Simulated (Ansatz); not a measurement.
# KSnCl3 (model cell, started as cubic perovskite with Sn in the octahedra): a soft mode frozen in, part 3 of 3

Which phase does KSnCl3 (model cell, started as cubic perovskite with Sn in the octahedra) fall into along its unstable mode, and how much energy does it gain?

Ansatz 0.2.0; DFT PBEsol, scalar-relativistic, plane waves, PAW; PAW set soft_1.

So far. Step 5 (Energy along the mode, all amplitudes (two of the runs …): The lowest of the steps tried is the last one, at 0.6 Å, 11.2 meV/atom below the parent; the bottom of the well need not coincide with a step. Step 7 (The new phase in its own primitive cell): The largest force component left is 0.80 meV/Å and the pressure is 0.001 GPa, within the tolerances set. The cell now holds 34.93 Å³/atom. The relaxed cell has a, b, c = 5.522, 7.230, 8.749 Å (conventional setting).

The structure was built from a prototype and need not be the compound's stable phase.

**8. Modes of the new phase, k-mesh 8×8×8**

A relaxed structure may still be a saddle point, so its zone-centre modes are computed. The response to a homogeneous field gives the Born charges and the dielectric tensor.

The input, input.yaml:

```yaml
crystal:
  lattice:
    - [5.5216490215, 0.0, 0.0]
    - [0.0, 3.6149597598, 4.3742812735]
    - [0.0, -3.6149597598, 4.3742812735]
  atoms:
    - { symbol: K, position: [0.0, 0.1294036472, 0.1294036472] }
    - { symbol: Sn, position: [0.5, 0.4930752483, 0.4930752483] }
    - { symbol: Cl, position: [0.5, 0.4360072735, 0.9553295616] }
    - { symbol: Cl, position: [0.5, 0.9553295616, 0.4360072735] }
    - { symbol: Cl, position: [0.0, 0.4883707262, 0.4883707262] }
kpoints:
  mp_grid: { grid: [8, 8, 8] }
hamiltonian:
  xc: pbesol
  pseudopotentials: { kind: paw, azcp: { folder: soft_1 }, xc_functional: pbe }
scf:
  occupations: { method: fixed }
output:
  eigenvalues: true
phonons:
  method: dfpt
  dielectric: true
  rigid_motions: translations
```

On the command line:

```console
$ ansatz run input.yaml --threads 4 --pin off --max-ram 16384MiB --backend cpu --events-out ev --progress --plain --runs-dir out
```

Numbers of over 12 decimals in the logs are rounded to 6 here.

The program printed:

```text
[...]
Crystal: 5 atoms, lattice volume = 174.626 Å³
Basis set: ecut = 420 eV, 3433 PW (Γ), exchange–correlation on 80×80×80 points (8 copies of the dense FFT grid, shifted against one another)
Bands: 27, of which v1, the nominal top of the filled ones, is band 22 counted from 1 (21 counted from 0)
Symmetry: 4 space group operations
k-points: 260 of 512 (irreducible under 1 space group operation, time reversal used)
[...]
SCF iter   1: F=—  HF=-10656.635919 eV  |F-HF|=—  |Δ(HF+E_count)|=         —  Δρ=3.50e-2  dr2=3.63e0  ethr=3.10e-3  ⟨swp⟩=5.1  Hψ=28075  notcnv=0  defer=647
[...]
SCF iter  12: F=-10655.068638 eV  HF=-10655.068638 eV  |F-HF|=3.82e-11  |Δ(HF+E_count)|=  5.75e-10  Δρ=7.94e-8  dr2=1.23e-11  ethr=1.00e-12  ⟨swp⟩=17.8  Hψ=57375  notcnv=0
SCF 1 converged in 12 iterations: F = -10655.068638 eV  dr2 = 1.23e-11
[...]
NSCF: frozen V_eff on 2 k-points
DFPT response loops at Γ: preconditioner auto → none (the input reference at scf.mixing.eps_inf says where Resta's filter doesn't serve); β = 0.50; Broyden in place of MSR1
── the response to a field inside a basis, on 12×12×12 k-points: an SCF that follows is theirs, and a resumed run solves both again ──
Bands: 23, of which v1, the nominal top of the filled ones, is band 22 counted from 1 (21 counted from 0)
k-points: 252 of 1728 (time reversal used)
[...]
Eigensolver: Dense (252 Hₖ)
SCF iter   1: F=—  HF=-10655.050072 eV  |F-HF|=—  |Δ(HF+E_count)|=         —  Δρ=1.26e-4  dr2=5.56e-6  ethr=1.00e-1
[...]
SCF iter   3: F=-10655.050079 eV  HF=-10655.050079 eV  |F-HF|=8.08e-9  |Δ(HF+E_count)|=   2.15e-6  Δρ=5.30e-6  dr2=3.15e-8  ethr=3.66e-9
SCF 1 converged in 3 iterations: F = -10655.050079 eV  dr2 = 3.15e-8
[...]
WARN: field response: inside a basis, on 12×12×12 points, no mesh in reach settles it: take ε∞, Z* and everything formed from them with what they may err, as stated (eps_inf_uncertainty, zstar_uncertainty_e), and compare with field_mesh: kpoints on a denser kpoints.mp_grid
WARN: field response: ε∞ stands inside a basis, on 12×12×12 points; the force constants stand on the 8×8×8 k-mesh, whose period is 10.71 times the interband length at k = (-0.5000, -0.5000, -0.5000), direct gap 1.188 eV, under 14: take them and everything formed from them as unconverged, and compare with a denser kpoints.mp_grid
SCF converged after 12 iterations
Free energy (F): -10655.068638 eV
[...]
Internal energy: -10655.068638 eV  (E = F + TS)
E sigma→0 (E₀):  -10655.068638 eV
Fermi energy:    3.349651 eV
[...]
--- Band table (eV; the first three rows and the last of 260) ---
  k-point 0: bands = [... 18 lower, 0.0322, 0.0632, 0.0793, 0.5817, 5.8830, 7.8318, 7.9052, 8.3312, ... 1 higher]
  k-point 1: bands = [... 18 lower, 0.0165, 0.0717, 0.1273, 0.5403, 6.0010, 7.5812, 7.8692, 8.2672, ... 1 higher]
  k-point 2: bands = [... 18 lower, 0.0152, 0.0616, 0.2451, 0.5864, 6.2797, 6.9445, 7.8453, 8.1498, ... 1 higher]
  k-point 259: bands = [... 18 lower, 0.3246, 0.4649, 0.6932, 3.3497, 4.5372, 4.6972, 4.7186, 7.2808, ... 1 higher]
--- Phonons (Γ-DFPT): 12 representative perturbations + reference, on 260 of 512 k-points (Σ response iterations 37) ---
  k mesh reduced under 1 symmetry operation, with k and −k counted as one. Each operation leaves every solved perturbation unchanged. A smaller set is not considered because the run solves the response to a homogeneous field
  ASR residual: 1.074e-4 → 0.000e0 eV/Å²; symmetrization residual: 1.408e-5 eV/Å²
  ASR residual per site (eV/Å²): 1.74e-5 1.07e-4 3.00e-5 3.00e-5 2.94e-5
[...]
ε∞ (high-frequency dielectric tensor):
        4.874881     0.000000    -0.000000
        0.000000     3.795371     0.000000
       -0.000000     0.000000     4.138467
  softest optical mode at Γ: -33.87 cm⁻¹; the repairs (sum rule, projections) moved no ω² at Γ by more than (1.37 cm⁻¹)²
  Born effective charges Z* (e; rows j = field, columns β = displacement):
    site 0:
         1.33662   -0.00000   -0.00000
        -0.00000    1.25468    0.00000
        -0.00000    0.00000    1.07181
    site 1:
         4.49323    0.00000   -0.00000
         0.00000    3.13626    0.00000
         0.00000    0.00000    3.56697
    site 2:
        -0.61002   -0.00000    0.00000
        -0.00000   -1.92531    1.55611
        -0.00000    1.43825   -2.02899
    site 3:
        -0.61002   -0.00000   -0.00000
        -0.00000   -1.92531   -1.55611
         0.00000   -1.43825   -2.02899
    site 4:
        -4.60982   -0.00000   -0.00000
        -0.00000   -0.54033   -0.00000
        -0.00000   -0.00000   -0.58079
  Z* charge neutrality: 7.668e-3 e pre-enforcement
  solved inside a basis spanned on kpoints, on 12×12×12 k-points, which do not settle them: ε∞ is read to err by 7.1e-2, Z* by 8.7e-2 e (field_mesh: kpoints solves on kpoints); Z* is corrected for what the basis lacks
  optical modes at Γ without the LO–TO term, one row a degenerate level:
      ω (cm⁻¹)  modes    IR ((D/Å)²/amu)
        -33.87      1             0.9037
         30.42      1             0.0562
         55.40      1            11.9155
         59.72      1             0.3591
         65.48      1             0.7114
         70.48      1             0.0000
         74.06      1             1.5229
         94.40      1             5.8536
         97.27      1             0.1482
        111.09      1             1.5410
        161.63      1             9.3358
        183.45      1             9.3727
  optical modes at Γ + LO–TO along q̂ = [1.0000, 0.0000, 0.0000]:
      ω (cm⁻¹)  modes    IR ((D/Å)²/amu)
        -33.87      1             0.9037
         30.42      1             0.0562
         59.72      1             0.3591
         65.48      1             0.7114
         70.48      1             0.0000
         71.40      1             0.0118
         84.77      1             0.0499
         97.27      1             0.1482
        111.09      1             1.5410
        161.63      1             9.3358
[...]
optical modes at Γ + LO–TO along q̂ = [0.0000, 1.0000, 0.0000]:
      ω (cm⁻¹)  modes    IR ((D/Å)²/amu)
[...]
optical modes at Γ + LO–TO along q̂ = [0.0000, 0.0000, 1.0000]:
      ω (cm⁻¹)  modes    IR ((D/Å)²/amu)
        -33.87      1             0.9037
         30.42      1             0.0562
         55.40      1            11.9155
         63.09      1             0.0540
         65.48      1             0.7114
         70.48      1             0.0000
         74.06      1             1.5229
         94.40      1             5.8536
         97.89      1             0.0110
        119.85      1             0.2797
        161.63      1             9.3358
        254.56      1            11.0762
```

Run time: 11 min. Hardware: 4 threads of Arm Neoverse V1, shared host; peak memory 5 GiB.

This step gave:

```
sum-rule residual before enforcement                    : 1.07e-4 eV/Å²
miss of the charge sum rule                             : 0.007668 e
estimated error of the dielectric tensor                : 0.07054
estimated error of the Born charges                     : 0.08700 e
point group                                             : mm2
highest optical mode at the zone centre (no LO-TO term) : 183.4 cm⁻¹
lowest optical zone-centre mode                         : -33.87 cm⁻¹
mean high-frequency dielectric constant                 : 4.270
largest Born charge (third of the trace)                : 3.732 e
top of the zone-centre spectrum with the field          : 254.6 cm⁻¹
```

Without the LO-TO term. Patterns of degenerate modes are one choice out of their space. Modes at Γ, with each element's share of the kinetic energy (negative means imaginary):

| mode | frequency (cm⁻¹) | symmetry | K % | Sn % | Cl % |
| --- | --- | --- | --- | --- | --- |
| 1 | -33.9 | B2 | 26 | 2 | 71 |
| 2 | 0.0 | acoustic | 15 | 45 | 40 |
| 3 | 0.0 | acoustic | 15 | 45 | 40 |
| 4 | 0.0 | acoustic | 15 | 45 | 40 |
| 5 | 30.4 | B2 | 11 | 8 | 81 |
| 6 | 55.4 | B1 | 13 | 0 | 87 |
| 7 | 59.7 | A1 | 41 | 12 | 47 |
| 8 | 65.5 | B2 | 47 | 12 | 41 |
| 9 | 70.5 | A2 | 0 | 0 | 100 |
| 10 | 74.1 | B1 | 62 | 29 | 8 |
| 11 | 94.4 | B1 | 10 | 26 | 64 |
| 12 | 97.3 | A1 | 14 | 18 | 67 |
| 13 | 111.1 | A1 | 30 | 7 | 63 |
| 14 | 161.6 | B2 | 0 | 33 | 67 |
| 15 | 183.4 | A1 | 0 | 18 | 82 |

Displacements in mode 1 (-33.9 cm⁻¹), the largest set to 1:
```
K1   0.00 -0.80  0.00
Sn2  0.00  0.14  0.00
Cl3  0.00 -0.29 -0.62
Cl4  0.00 -0.29  0.62
Cl5  0.00  1.00  0.00
```

Displacements in mode 5 (30.4 cm⁻¹), the largest set to 1:
```
K1   0.00 -0.64  0.00
Sn2  0.00 -0.30  0.00
Cl3  0.00  0.36  0.99
Cl4  0.00  0.36 -0.99
Cl5  0.00  1.00  0.00
```

High-frequency dielectric tensor, which the program warns is not settled by the k meshes in reach. Tensor:

|  | x | y | z |
| --- | --- | --- | --- |
| x | 4.875 | 0 | 0 |
| y | 0 | 3.795 | 0 |
| z | 0 | 0 | 4.138 |

Optical modes at the zone centre, without and with the macroscopic field of the longitudinal modes; each column is sorted by frequency, so a row need not hold one and the same mode. Modes with and without the field, by row:

| rank among optical modes | no field (cm⁻¹) | q along (1, 0, 0) (cm⁻¹) | q along (0, 1, 0) (cm⁻¹) | q along (0, 0, 1) (cm⁻¹) |
| --- | --- | --- | --- | --- |
| 1 | -33.9 | -33.9 | -11.1 | -33.9 |
| 2 | 30.4 | 30.4 | 32.3 | 30.4 |
| 3 | 55.4 | 59.7 | 55.4 | 55.4 |
| 4 | 59.7 | 65.5 | 59.7 | 63.1 |
| 5 | 65.5 | 70.5 | 70.5 | 65.5 |
| 6 | 70.5 | 71.4 | 73.8 | 70.5 |
| 7 | 74.1 | 84.8 | 74.1 | 74.1 |
| 8 | 94.4 | 97.3 | 94.4 | 94.4 |
| 9 | 97.3 | 111.1 | 97.3 | 97.9 |
| 10 | 111.1 | 161.6 | 111.1 | 119.8 |
| 11 | 161.6 | 183.4 | 183.4 | 161.6 |
| 12 | 183.4 | 231.3 | 243.4 | 254.6 |

Born charge (rows field, columns displacement) (e), principal values of the symmetric part by kind of site:

| atom | atoms with these values | low | middle | high | mean |
| --- | --- | --- | --- | --- | --- |
| K1 | 1 | 1.07 | 1.25 | 1.34 | 1.22 |
| Sn2 | 1 | 3.14 | 3.57 | 4.49 | 3.73 |
| Cl3 | 2 | -3.48 | -0.61 | -0.48 | -1.52 |
| Cl5 | 1 | -4.61 | -0.58 | -0.54 | -1.91 |

In full for Cl3:

```
-0.61  0.00  0.00
 0.00 -1.93  1.56
 0.00  1.44 -2.03
```

Transverse modes; imaginary modes are left out. Infrared lines, with heights relative to the strongest:

| position (cm⁻¹) | label | relative intensity |
| --- | --- | --- |
| 30 | B2 | 0.5 |
| 55 | B1 | 100 |
| 60 | A1 | 3.0 |
| 66 | B2 | 6.0 |
| 70 | A2 | 0.0 |
| 74 | B1 | 13 |
| 94 | B1 | 49 |
| 97 | A1 | 1.2 |
| 111 | A1 | 13 |
| 162 | B2 | 78 |
| 184 | A1 | 79 |

Before it was imposed, the acoustic sum rule was missed by 1.1e-4 eV/Å² and the charge sum rule by 0.0077 e. Small misses are needed for a sound result but don't prove that mesh and cutoff are converged. The lowest optical mode is imaginary, 33.9i cm⁻¹, so the energy falls along it.

The log warns of the k mesh: “the force constants stand on the 8×8×8 k-mesh, whose period is 10.71 times the interband length at k = (-0.5000, -0.5000, -0.5000), direct gap 1.188 eV, under 14: take them and everything formed from them as unconverged”.

**9. What came out**

- unstable mode of the parent: q = (0, 0, 0), 61i cm⁻¹
- depth at the lowest point sampled: 11.2 meV/atom
- largest atomic shift at that point: 0.6 Å
- space group reached (within 0.01 Å): Amm2
- energy gained over the parent (first relaxation, on the mesh of the frozen mode): 21.6 meV/atom
- volume per atom, phase reached: 34.9 Å³
- gap on the k-mesh, phase reached: 1.19 eV
- lowest optical zone-centre mode, phase reached: -33.9 cm⁻¹
- highest optical mode at the zone centre (no LO-TO term), phase reached: 183 cm⁻¹

Along this mode the structure falls into Amm2, 21.6 meV/atom below the parent. At the parent's cell the well is 11.21 meV/atom deep on the steps tried, with its lowest point at a shift of 0.6 Å. That is the last step tried, so the steps alone don't bracket the bottom of the well. Relaxing atoms and cell changes the gain by +10.44 meV/atom against the lowest step (energies at zero smearing). The new phase still has an imaginary mode at the zone centre of its cell, so it is a saddle point on the way to a lower structure. Of the 4 patterns followed to their end from this parent, this one ends 16.0 meV/atom above the lowest, P4/mbm. Each path keeps the symmetry of its pattern, so a lower phase may lie along a pattern not tried. With the field response the log warns that the k mesh is coarse for the force constants too, so the frequencies may not be converged. In at least one run the field response is not settled by the k meshes in reach, so its dielectric tensor, Born charges and longitudinal modes are rough. Spin-orbit coupling is left out, which can matter for the heavy elements here. The PAW files were made for PBE and serve the other functionals too. The starting cell was built on a prototype and not taken from a measurement, so the phase need not exist.

[Logs are printed without paths, hosts, clocks, repeated set-up lines and the standing remarks that a program may print on its own settings, such as how far it seeks lower states.]

[Hosts, paths, dates, database ids (printed as entryN), source tags and the programs' standing remarks are cut or masked in the printed files.]
